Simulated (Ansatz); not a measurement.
**What LaScSe3 (model cell, started as cubic perovskite with Sc in the octahedra) distorts into**

Wanted: the energy along a soft mode of LaScSe3 (model cell, started as cubic perovskite with Sc in the octahedra) and the structure at the end.

Method: DFT PBE, scalar-relativistic, plane waves, PAW; PAW set soft_1, in Ansatz 0.2.0.

The structure was built from a prototype and need not be the compound's stable phase.

### Step 1. Set-up

Symmetry: Pm-3m, No. 221, cubic system. Conventional cell: a = 5.117 Å, b = 5.117 Å, c = 5.117 Å, α = 90.00°, β = 90.00°, γ = 90.00°. Nearest to La lie 12 Se at 3.62 Å. Nearest to Sc lie 6 Se at 2.56 Å. Nearest to Se lie 2 Sc at 2.56 Å and 4 La at 3.62 Å. Farther neighbours and most contacts between anions are not listed.

As a file:

```cif
data_structure
_symmetry_space_group_name_H-M 'P 1'
_symmetry_Int_Tables_number 1
_cell_length_a 5.1172
_cell_length_b 5.1172
_cell_length_c 5.1172
_cell_angle_alpha 90.000
_cell_angle_beta 90.000
_cell_angle_gamma 90.000
_cell_volume 134.00
loop_
_atom_site_label
_atom_site_type_symbol
_atom_site_fract_x
_atom_site_fract_y
_atom_site_fract_z
_atom_site_occupancy
La1 La 0.00000 0.00000 0.00000 1
Sc2 Sc 0.50000 0.50000 0.50000 1
Se3 Se 0.50000 0.50000 0.00000 1
Se4 Se 0.50000 0.00000 0.50000 1
Se5 Se 0.00000 0.50000 0.50000 1
```

### Step 2. The dispersion

The cell comes from relaxations at this level that are not shown. Stability and thermal properties need the whole zone. Linear response on a 2×2×2 q mesh gives force constants as far as a supercell of that size would, and the tensors from the zone-centre run are typed in so that the long-range dipole term is interpolated apart.

The input, input.yaml:

```yaml
crystal:
  lattice:
    - [5.1171789167, 0.0, 0.0]
    - [0.0, 5.1171789167, 0.0]
    - [0.0, 0.0, 5.1171789167]
  atoms:
    - { symbol: La, position: [0.0, 0.0, 0.0] }
    - { symbol: Sc, position: [0.5, 0.5, 0.5] }
    - { symbol: Se, position: [0.5, 0.5, 0.0] }
    - { symbol: Se, position: [0.5, 0.0, 0.5] }
    - { symbol: Se, position: [0.0, 0.5, 0.5] }
kpoints:
  mp_grid: { grid: [8, 8, 8] }
hamiltonian:
  xc: pbe
  pseudopotentials: { kind: paw, azcp: { folder: soft_1 } }
scf:
  occupations: { method: fixed }
output:
  eigenvalues: true
phonons:
  method: dfpt
  qmesh: [2, 2, 2]
  temperatures: { t_max: 1000, t_step: 50 }
  qpath:
    path:
      - [[0.0, 0.0, 0.0], [0.0, 0.5, 0.0], [0.5, 0.5, 0.0], [0.0, 0.0, 0.0], [0.5, 0.5, 0.5], [0.0, 0.5, 0.0]]
      - [[0.5, 0.5, 0.5], [0.5, 0.5, 0.0]]
    npoints: 10
  non_analytic_term:
    high_frequency_dielectric_tensor: [[13.5494, 0.0, 0.0], [0.0, 13.5494, 0.0], [0.0, 0.0, 13.5494]]
    born_effective_charges:
      - { species: La, tensor: [[5.6117, 0.0, 0.0], [0.0, 5.6117, 0.0], [0.0, 0.0, 5.6117]] }
      - { species: Sc, tensor: [[5.2518, 0.0, 0.0], [0.0, 5.2518, 0.0], [0.0, 0.0, 5.2518]] }
      - { species: Se, tensor: [[-3.1644, 0.0, 0.0], [0.0, -3.1644, 0.0], [0.0, 0.0, -4.5347]] }
      - { species: Se, tensor: [[-3.1644, 0.0, 0.0], [0.0, -4.5347, 0.0], [0.0, 0.0, -3.1644]] }
      - { species: Se, tensor: [[-4.5347, 0.0, 0.0], [0.0, -3.1644, 0.0], [0.0, 0.0, -3.1644]] }
    source: "zone-centre run at this cell"
```

Command:

```sh
ansatz run input.yaml --threads 4 --pin off --max-ram 16384MiB --backend cpu --events-out ev --progress --plain --runs-dir out
```

Numbers of over 12 decimals in the logs are rounded to 6 here.

What it wrote:

```text
Engine: ansatz 0.2.0, aarch64-unknown-linux-gnu
Pseudopotentials: kind: paw
Pseudopotential: La, paw, valence charge 11, recommended cutoff 420 eV (normal), soft_1/La.paw.azcp
Pseudopotential: Sc, paw, valence charge 11, recommended cutoff 420 eV (normal), soft_1/Sc.paw.azcp
Pseudopotential: Se, paw, valence charge 16, recommended cutoff 420 eV (normal), soft_1/Se.paw.azcp
Functional definition: PBE
  parameter kappa = 0.804
  parameter beta = 0.066725
  exchange = pbe_x(kappa = kappa, mu = beta*pi^2/3)
  correlation = pbe_c(beta = beta)
Crystal: 5 atoms, lattice volume = 133.996 Å³
Basis set: ecut = 420 eV, 2601 PW (Γ), exchange–correlation on 72×72×72 points (8 copies of the dense FFT grid, shifted against one another)
Bands: 42, of which v1, the nominal top of the filled ones, is band 35 counted from 1 (34 counted from 0)
Symmetry: 48 space group operations
k-points: 35 of 512
Non-local potential: La, projectors of the file, l = 0: 3, l = 1: 2, l = 2: 2, l = 3: 3
Non-local potential: Sc, projectors of the file, l = 0: 3, l = 1: 2, l = 2: 3, l = 3: 1
Non-local potential: Se, projectors of the file, l = 0: 2, l = 1: 2, l = 2: 3, l = 3: 1
PAW form: soft (Blöchl's): semilocal exchange-correlation on the pseudo side does not see the compensation charge
PAW one-centre angular grid: La, 590 points (default); XC on 64 Gauss nodes
PAW one-centre angular grid: Sc, 590 points (default); XC on 64 Gauss nodes
PAW one-centre angular grid: Se, 590 points (default); XC on 64 Gauss nodes
Initial density: superposition of atomic densities (chi_scale 0.1, normalization cell, long waves kept (reshape's long-wave potential 0.00 eV rms))
Initial wavefunctions: pseudopotential atomic-orbital guess
Functional: x = pbe(κ = 0.804, μ = 0.219515), c = pbe(β = 0.066725)
SCF iter   1: F=—  HF=-24803.491826 eV  |F-HF|=—  |Δ(HF+E_count)|=         —  Δρ=1.24e-1  dr2=3.48e1  ethr=3.10e-3  ⟨swp⟩=2.9  Hψ=4003  notcnv=0  defer=87
preconditioner: auto → Resta (q_TF=auto, 2.448 Å⁻¹)  ε∞=20.9  [insulator: Δε(μ)=0.000 eV  Ē_g=3.526 eV  n_scr=26 (ndim 8)  ℏωp=15.7 eV  f_vac=0.000  ε∞_Penn≈20.9]
SCF iter   2: F=—  HF=-24803.003379 eV  |F-HF|=—  |Δ(HF+E_count)|=   4.88e-1  Δρ=5.37e-2  dr2=4.72e0  ethr=3.10e-3  ⟨swp⟩=5.0  Hψ=3981  notcnv=0  defer=115
SCF iter   3: F=—  HF=-24801.863160 eV  |F-HF|=—  |Δ(HF+E_count)|=    1.14e0  Δρ=3.68e-2  dr2=2.35e0  ethr=3.10e-3  ⟨swp⟩=3.1  Hψ=2421  notcnv=0  defer=125
SCF iter   4: F=—  HF=-24801.038972 eV  |F-HF|=—  |Δ(HF+E_count)|=   8.24e-1  Δρ=8.07e-3  dr2=1.04e-1  ethr=3.10e-3  ⟨swp⟩=3.5  Hψ=3473  notcnv=0  defer=39
SCF iter   5: F=—  HF=-24801.017564 eV  |F-HF|=—  |Δ(HF+E_count)|=   2.14e-2  Δρ=4.31e-3  dr2=3.43e-2  ethr=1.48e-4  ⟨swp⟩=3.1  Hψ=3014  notcnv=0  defer=144
SCF iter   6: F=—  HF=-24801.012597 eV  |F-HF|=—  |Δ(HF+E_count)|=   4.97e-3  Δρ=9.41e-4  dr2=3.92e-3  ethr=4.91e-5  ⟨swp⟩=3.8  Hψ=2555  notcnv=0  defer=167
SCF iter   7: F=—  HF=-24801.012201 eV  |F-HF|=—  |Δ(HF+E_count)|=   3.96e-4  Δρ=3.97e-4  dr2=5.84e-4  ethr=5.60e-6  ⟨swp⟩=2.6  Hψ=2666  notcnv=0  defer=170
SCF iter   8: F=—  HF=-24801.012331 eV  |F-HF|=—  |Δ(HF+E_count)|=   1.30e-4  Δρ=4.63e-4  dr2=3.96e-4  ethr=8.34e-7  ⟨swp⟩=2.7  Hψ=2776  notcnv=0  defer=162
SCF iter   9: F=—  HF=-24801.012258 eV  |F-HF|=—  |Δ(HF+E_count)|=   7.23e-5  Δρ=5.27e-5  dr2=6.44e-6  ethr=5.65e-7  ⟨swp⟩=2.7  Hψ=2254  notcnv=0  defer=159
SCF iter  10: F=—  HF=-24801.012262 eV  |F-HF|=—  |Δ(HF+E_count)|=   3.40e-6  Δρ=1.31e-5  dr2=3.96e-7  ethr=9.20e-9  ⟨swp⟩=2.1  Hψ=1829  notcnv=0  defer=114
SCF iter  11: F=—  HF=-24801.012262 eV  |F-HF|=—  |Δ(HF+E_count)|=   2.02e-7  Δρ=8.05e-6  dr2=1.85e-7  ethr=5.66e-10  ⟨swp⟩=2.1  Hψ=2168  notcnv=0  defer=99
SCF iter  12: F=—  HF=-24801.012262 eV  |F-HF|=—  |Δ(HF+E_count)|=   2.71e-8  Δρ=7.70e-7  dr2=8.40e-10  ethr=2.65e-10  ⟨swp⟩=2.1  Hψ=1989  notcnv=0  defer=104
SCF iter  13: F=—  HF=-24801.012262 eV  |F-HF|=—  |Δ(HF+E_count)|=  3.75e-10  Δρ=2.60e-7  dr2=1.05e-10  ethr=1.20e-12  ⟨swp⟩=2.2  Hψ=2651  notcnv=0  defer=103
SCF iter  14: F=-24801.012262 eV  HF=-24801.012262 eV  |F-HF|=7.28e-12  |Δ(HF+E_count)|=  3.64e-12  Δρ=4.90e-8  dr2=3.29e-12  ethr=1.00e-12  ⟨swp⟩=9.4  Hψ=9358  notcnv=0
SCF 1 converged in 14 iterations: F = -24801.012262 eV  dr2 = 3.29e-12
  greatest PAW one-centre occupation: 1.000 electrons in one spin orbital (limit 2), on the Se atom at site 3 (counted from 0), in its partial waves of l = 2
NSCF: frozen V_eff on 35 k-points
NSCF: frozen V_eff on 125 k-points
DFPT response loops at q = (0, 0, 0) (fractional): preconditioner auto → Resta (q_TF=auto, 2.448 Å⁻¹)  ε∞=8.8 (no band partly filled); β = 1.00, the filter's whole step (`scf.mixing.beta` (0.50) is not read by the response loops at its default; to damp them type it under 1.00, their step now; it binds the ground state too); Broyden in place of MSR1
NSCF: frozen V_eff on 250 k-points
DFPT response loops at q = (0, 0, -0.5) (fractional): mixed as the last ones told, above
NSCF: frozen V_eff on 250 k-points
DFPT response loops at q = (0, -0.5, -0.5) (fractional): mixed as the last ones told, above
NSCF: frozen V_eff on 250 k-points
DFPT response loops at q = (-0.5, -0.5, -0.5) (fractional): mixed as the last ones told, above
SCF converged after 14 iterations
Free energy (F): -24801.012262 eV
Harris-Foulkes:  -24801.012262 eV  (|F-HF|=7.28e-12)
Internal energy: -24801.012262 eV  (E = F + TS)
E sigma→0 (E₀):  -24801.012262 eV
Fermi energy:    8.930924 eV
--- Per-component energies (eV) ---
  E_band       = -1329.429308
  E_kinetic    = 723.055347
  E_local      = -9786.503627  (includes V_loc(G=0)·N_el)
  E_nonlocal   = -832.524469
  E_hartree    = 4950.205364
  E_xc         = -484.474622
  E_vxc        = -522.298565  (∫ρ·V_xc dr)
  E_paw        = -12798.801409  (= ΣΔE_a)
  E_vpaw       = -811.567562  (= ΣTr[D̂ρ^β])
  E_aug_tail   = -0.001086  (compensation charges beyond the density's cutoff)
  E_ewald      = -6571.967760
  E_smearing   = -0.000000  (= −TS)
  E_closure    = -0.000000  (closes the sum)
  Σ components = -24801.012262   (vs F -24801.012262, Δ=0.00e0)
--- Band table (eV; the first three rows and the last of 35) ---
  k-point 0: bands = [... 31 lower, 7.6254, 8.8314, 8.8314, 8.8314, 9.7128, 9.7128, 9.7128, 9.8221, ... 3 higher]
  k-point 1: bands = [... 31 lower, 7.4355, 8.3301, 8.6935, 8.6935, 9.7173, 9.8182, 9.8395, 9.8432, ... 3 higher]
  k-point 2: bands = [... 31 lower, 7.0617, 7.4093, 8.4848, 8.4848, 9.7228, 9.8107, 9.8454, 9.8622, ... 3 higher]
  k-point 34: bands = [... 31 lower, 6.3458, 8.9309, 8.9309, 8.9309, 9.8371, 9.8371, 9.8371, 9.9143, ... 3 higher]
--- Phonons (Γ-DFPT): 4 representative perturbations + reference (Σ response iterations 14) ---
  ASR residual: 1.345e-5 → 0.000e0 eV/Å²; symmetrization residual: 6.767e-6 eV/Å²
  ASR residual per site (eV/Å²): 1.34e-5 1.34e-5 1.18e-5 1.18e-5 1.18e-5
  Γ frequencies (cm⁻¹): -91.88 -91.88 -91.88 -82.43 -82.43 -82.43 0.00 0.00 0.00 56.47 56.47 56.47 296.86 296.86 296.86
--- Phonons (arbitrary-q DFPT): 4 irreducible q on the 2×2×2 mesh ---
  q = [0.0000, 0.0000, 0.0000] (star 1, of the zone-centre solve; hermiticity 1.01e-6, symmetrization 1.03e-11): -91.88 -91.88 -91.88 -82.43 -82.43 -82.43 -0.00 0.00 0.00 56.47 56.47 56.47 296.86 296.86 296.86
  q = [0.0000, 0.0000, -0.5000] (star 3, 9 solved perturbations in 975 linear systems a pass and spin channel, the states on 125 of 512 k-point pairs; hermiticity 7.15e-7, symmetrization 3.12e-9): -78.71 -78.71 -61.23 -61.23 -46.76 49.15 49.15 56.55 56.55 68.07 80.64 246.82 262.56 298.27 298.27
  q = [0.0000, -0.5000, -0.5000] (star 3, 9 solved perturbations in 975 linear systems a pass and spin channel, the states on 125 of 512 k-point pairs; hermiticity 1.09e-6, symmetrization 8.21e-9): -106.80 -86.32 -86.32 -46.18 21.88 21.88 60.34 67.16 67.16 103.51 215.52 257.99 264.69 264.69 299.37
  q = [-0.5000, -0.5000, -0.5000] (star 1, 4 solved perturbations in 350 linear systems a pass and spin channel, the states on 125 of 512 k-point pairs; hermiticity 6.22e-7, symmetrization 2.14e-8): -113.46 -113.46 -113.46 -80.80 -80.80 -80.80 96.83 96.83 96.83 210.03 210.03 268.00 268.00 268.00 268.58
  sum rule: each row above includes the acoustic sum rule's correction from the zone centre's row sums; it moved no ω² by more than (0.29 cm⁻¹)²
  mesh force constants: q→R imaginary residual 4.89e-18; ASR residual 1.345e-5 → 0.000e0 eV/Å²; symmetrization residual 1.776e-14 eV/Å²
  interpolated dispersion: 63 rows × 15 modes
  density of states and harmonic sums: on the 12×12×12 q-mesh, interpolated from the force constants of a 2×2×2 supercell (with the dipole–dipole term of supplied tensors)
  largest difference from the sums on the solved wave vectors: F 1.54e-1 eV, S 1.81e-4 and C_V 5.80e-5 eV/K
  zero-point energy: 0.096679 eV/cell   skipped modes (ω ≤ 0): 468, of them read as no rigid motion or as one in doubt: 465 (5.564e0 modes/cell left out, lowest -113.46 cm⁻¹)   left out of the sums: 3.71e-1 of the cell's modes: C_V's classical limit lies that fraction below 3 k_B per atom; for a crystal, a wire or a layer, F and S can be off by more, and a phonons.interpolated_qmesh denser along its periods is the remedy for the sampling
```

Elapsed: 8.8 min, on 4 threads of Arm Neoverse V1, shared host; peak memory 2.1 GiB.

Reading the cycles: dr2 is the Hartree energy of the density residual (eV), the measure of convergence; HF is the Harris–Foulkes estimate of the energy, which meets the free energy F at convergence.

This step gave:

| Property | Result |
| --- | --- |
| gap on the k-mesh | 0.7819 eV |
| volume per atom | 26.80 Å³ |
| sum-rule residual before enforcement | 1.34e-5 eV/Å² |
| lowest frequency on the path | -113.5 cm⁻¹ |
| point group | m-3m |
| highest frequency on the path or at a solved wavevector | 332.6 cm⁻¹ |
| highest optical mode at the zone centre (no LO-TO term) | 296.9 cm⁻¹ |
| lowest optical zone-centre mode | -91.88 cm⁻¹ |
| lowest mode on the q mesh (acoustic modes at Γ apart) | -113.5 cm⁻¹ |

Frequencies (cm⁻¹) solved at each irreducible wavevector; negative means imaginary. Frequencies by wavevector, by row:

| q in reciprocal lattice units | star | mode 1 | mode 2 | mode 3 | mode 4 | mode 13 | mode 14 | mode 15 |
| --- | --- | --- | --- | --- | --- | --- | --- | --- |
| 0 0 0 | 1 | -91.9 | -91.9 | -91.9 | -82.4 | 296.9 | 296.9 | 296.9 |
| 0 0 -0.5 | 3 | -78.7 | -78.7 | -61.2 | -61.2 | 262.6 | 298.3 | 298.3 |
| 0 -0.5 -0.5 | 3 | -106.8 | -86.3 | -86.3 | -46.2 | 264.7 | 264.7 | 299.4 |
| -0.5 -0.5 -0.5 | 1 | -113.5 | -113.5 | -113.5 | -80.8 | 268 | 268 | 268.6 |

Interpolated from a 2×2×2 q mesh, with the LO-TO term (at Γ the limit along the path; where Γ stands inside the path, tables give the limit on arrival). The phonon branches at the labelled points (cm⁻¹):

| point | branch 1 | branch 2 | branch 3 | branch 4 | branch 12 | branch 13 | branch 14 | branch 15 |
| --- | --- | --- | --- | --- | --- | --- | --- | --- |
| Γ | -92 | -92 | -82 | -82 | 100 | 297 | 297 | 333 |
| halfway | -86 | -86 | -71 | -71 | 154 | 298 | 298 | 315 |
| X | -79 | -79 | -61 | -61 | 247 | 263 | 298 | 298 |
| halfway | -95 | -76 | -73 | -67 | 238 | 263 | 297 | 299 |
| M | -107 | -86 | -86 | -46 | 258 | 265 | 265 | 299 |
| halfway | -92 | -78 | -78 | -65 | 161 | 283 | 298 | 315 |
| Γ | -92 | -92 | -82 | -82 | 100 | 297 | 297 | 333 |
| halfway | -88 | -88 | -87 | -64 | 167 | 284 | 284 | 316 |
| R | -114 | -114 | -114 | -81 | 268 | 268 | 268 | 269 |
| halfway | -95 | -93 | -82 | -74 | 234 | 264 | 286 | 304 |
| X | -79 | -79 | -61 | -61 | 247 | 263 | 298 | 298 |
| jump to R | -114 | -114 | -114 | -81 | 268 | 268 | 268 | 269 |
| halfway | -110 | -96 | -96 | -72 | 250 | 266 | 266 | 297 |
| M | -107 | -86 | -86 | -46 | 258 | 265 | 265 | 299 |

Symmetry leaves 4 wavevectors to solve. The lowest mode among them, the acoustic zeros apart, lies at q = (-0.5, -0.5, -0.5) and is imaginary, 113.5i cm⁻¹, so the energy falls along it.

### Step 3. The mode frozen in, largest atomic shift 0 Å

The mode followed lies at q = (-0.5, -0.5, -0.5) with frequency 113.5i cm⁻¹ and is 3-fold degenerate, the softest among the wavevectors solved. At small amplitude the distorted cell has space group no. 167 by a symmetry search on the positions. The undistorted cell that holds it gives the zero of energy on the same k mesh.

System of this step: LaScSe3 (model cell, started as cubic perovskite with Sc in the octahedra). The structure is cubic, space group Pm-3m (No. 221). Conventional cell: a = 5.117 Å, b = 5.117 Å, c = 5.117 Å, α = 90.00°, β = 90.00°, γ = 90.00°. Nearest to La lie 12 Se at 3.62 Å. Nearest to Sc lie 6 Se at 2.56 Å. Nearest to Se lie 2 Sc at 2.56 Å and 4 La at 3.62 Å. Farther neighbours and most contacts between anions are not listed.

The input, input.yaml:

```yaml
crystal:
  lattice:
    - [5.1171789167, 5.1171789167, 0.0]
    - [5.1171789167, 0.0, 5.1171789167]
    - [5.1171789167, 0.0, -5.1171789167]
  atoms:
    - { symbol: La, position: [0.0, 0.5, 0.5] }
    - { symbol: La, position: [0.0, 0.0, 0.0] }
    - { symbol: Sc, position: [0.5, 0.25, 0.75] }
    - { symbol: Sc, position: [0.5, 0.75, 0.25] }
    - { symbol: Se, position: [0.5, 0.5, 0.5] }
    - { symbol: Se, position: [0.5, 0.0, 0.0] }
    - { symbol: Se, position: [0.0, 0.0, 0.5] }
    - { symbol: Se, position: [0.0, 0.5, 0.0] }
    - { symbol: Se, position: [0.5, 0.5, 0.0] }
    - { symbol: Se, position: [0.5, 0.0, 0.5] }
kpoints:
  mp_grid: { grid: [6, 6, 6] }
hamiltonian:
  xc: pbe
  pseudopotentials: { kind: paw, azcp: { folder: soft_1 } }
scf:
  occupations: { method: gaussian, width: 0.02 }
output:
  forces: true
  stress: true
  eigenvalues: true
```

What it wrote:

```text
[...]
Crystal: 10 atoms, lattice volume = 267.992 Å³
Basis set: ecut = 420 eV, 5209 PW (Γ), exchange–correlation on 100×100×100 points (8 copies of the dense FFT grid, shifted against one another)
Bands: 84, of which v1, the nominal top of the filled ones, is band 70 counted from 1 (69 counted from 0)
Symmetry: 96 space group operations
[...]
k-points: 16 of 216
[...]
k-point 0: bands = [... 66 lower, 8.8316, 8.9311, 8.9311, 8.9311, 9.7127, 9.7127, 9.7127, 9.8222, ... 10 higher]
  k-point 1: bands = [... 66 lower, 8.6343, 8.6514, 8.6514, 8.8251, 9.8055, 9.8055, 9.8096, 9.8334, ... 10 higher]
  k-point 2: bands = [... 66 lower, 8.2065, 8.2866, 8.2866, 8.5502, 9.8204, 9.8204, 9.8259, 9.8259, ... 10 higher]
  k-point 15: bands = [... 66 lower, 7.6226, 7.8295, 7.8602, 8.5096, 9.8105, 9.8160, 9.8353, 9.8357, ... 10 higher]
[key lines of the parts left out:]
SCF converged after 12 iterations
Free energy (F): -49602.023790 eV
Fermi energy:    9.321939 eV
P = ⅓ Tr σ = 0.0067 GPa (0.067 kbar)
```

Elapsed: 7.9 s, on 4 threads; peak memory 1 GiB; 30 s of CPU time.

This step gave:

| Item | Value |
| --- | --- |
| pressure | 0.006748 GPa |
| gap on the k-mesh | 0.7816 eV |
| energy from the undistorted cell | 0 meV/atom |

At this level the gap is 0.78 eV on the k-mesh of the self-consistent run, which can miss the band edges.

### Step 4. The mode frozen in, largest atomic shift 0.6 Å

The atoms are moved along the unstable eigenvector, the largest shift by 0.6 Å, with the cell fixed.

input.yaml, the sections that differ from step 3:

```yaml
crystal:
  lattice:
    - [5.1171789167, 5.1171789167, 0.0]
    - [5.1171789167, 0.0, 5.1171789167]
    - [5.1171789167, 0.0, -5.1171789167]
  atoms:
    - { symbol: La, position: [0.0, 0.5, 0.5] }
    - { symbol: La, position: [0.0, 0.0, 0.0] }
    - { symbol: Sc, position: [0.5, 0.25, 0.75] }
    - { symbol: Sc, position: [0.5, 0.75, 0.25] }
    - { symbol: Se, position: [0.5829097586, 0.5, 0.5] }
    - { symbol: Se, position: [0.4170902414, 0.0, 0.0] }
    - { symbol: Se, position: [0.0, -0.0829097586, 0.5] }
    - { symbol: Se, position: [0.0, 0.5829097586, 0.0] }
    - { symbol: Se, position: [0.5829097586, 0.4170902414, 0.0] }
    - { symbol: Se, position: [0.4170902414, 0.0829097586, 0.5] }
# kpoints, hamiltonian, scf, output: as in step 3
```

What it wrote:

```text
[...]
Crystal: 10 atoms, lattice volume = 267.992 Å³
Basis set: ecut = 420 eV, 5209 PW (Γ), exchange–correlation on 100×100×100 points (8 copies of the dense FFT grid, shifted against one another)
Bands: 84, of which v1, the nominal top of the filled ones, is band 70 counted from 1 (69 counted from 0)
Symmetry: 12 space group operations
[...]
k-points: 32 of 216
[...]
k-point 0: bands = [... 66 lower, 7.6207, 8.1634, 8.1634, 8.7302, 9.8622, 9.8622, 10.0025, 10.2525, ... 10 higher]
  k-point 1: bands = [... 66 lower, 7.5652, 8.0987, 8.0987, 8.1473, 10.0963, 10.0963, 10.1481, 10.2520, ... 10 higher]
  k-point 2: bands = [... 66 lower, 7.4026, 7.4026, 7.8737, 7.8737, 10.2450, 10.2610, 10.2610, 10.2739, ... 10 higher]
  k-point 31: bands = [... 66 lower, 7.6141, 7.6141, 7.8914, 7.8914, 10.1999, 10.1999, 10.2371, 10.2371, ... 10 higher]
[key lines of the parts left out:]
SCF converged after 10 iterations
Free energy (F): -49604.226178 eV
Fermi energy:    9.296094 eV
P = ⅓ Tr σ = -0.1814 GPa (-1.814 kbar)
```

Run time: 15 s. Hardware: 4 threads; peak memory 1.1 GiB; 58 s of CPU time.

Numbers from this step:

```
pressure                         : -0.1814 GPa
gap on the k-mesh                : 1.132 eV
energy from the undistorted cell : -220.2 meV/atom
```

The energy, extrapolated to zero smearing, is -220.24 meV/atom against the undistorted cell.

The run ends at a pressure of -0.18 GPa, with forces up to 0.47 eV/Å.

### Step 5. Energy along the mode, all amplitudes (two of the runs are shown above)

An imaginary frequency means negative curvature, so the energy should fall and then rise again as anharmonic terms take over.

This step gave:

```yaml
depth_at_the_lowest_point_sampled: 220.2 meV/atom
largest_atomic_shift_at_that_point: 0.6 Å
```

Table of energy from the parent by largest atomic shift:

| largest atomic shift (Å) | energy from the parent (meV/atom) |
| --- | --- |
| 0.000 | 0 |
| 0.040 | -1.79 |
| 0.080 | -7.08 |
| 0.140 | -21.1 |
| 0.220 | -49.3 |
| 0.320 | -94.9 |
| 0.450 | -160 |
| 0.600 | -220 |

Displacement at unit largest shift by atom:

| atom | x (Å) | y (Å) | z (Å) | size |
| --- | --- | --- | --- | --- |
| La1 | 0.000 | 0.000 | 0.000 | 0.000 |
| La2 | 0.000 | 0.000 | 0.000 | 0.000 |
| Sc3 | 0.000 | 0.000 | 0.000 | 0.000 |
| Sc4 | 0.000 | 0.000 | 0.000 | 0.000 |
| Se5 | 0.707 | 0.707 | 0.000 | 1.000 |
| Se6 | -0.707 | -0.707 | 0.000 | 1.000 |
| Se7 | -0.707 | 0.000 | -0.707 | 1.000 |
| Se8 | 0.707 | 0.000 | 0.707 | 1.000 |
| Se9 | 0.000 | 0.707 | -0.707 | 1.000 |
| Se10 | 0.000 | -0.707 | 0.707 | 1.000 |

The lowest of the steps tried is the last one, at 0.6 Å, 220 meV/atom below the parent; the bottom of the well need not coincide with a step.

[end of part 1 of 2]

[Logs are printed without paths, hosts, clocks, repeated set-up lines and the standing remarks that a program may print on its own settings, such as how far it seeks lower states.]

[Hosts, paths, dates, database ids (printed as entryN), source tags and the programs' standing remarks are cut or masked in the printed files.]
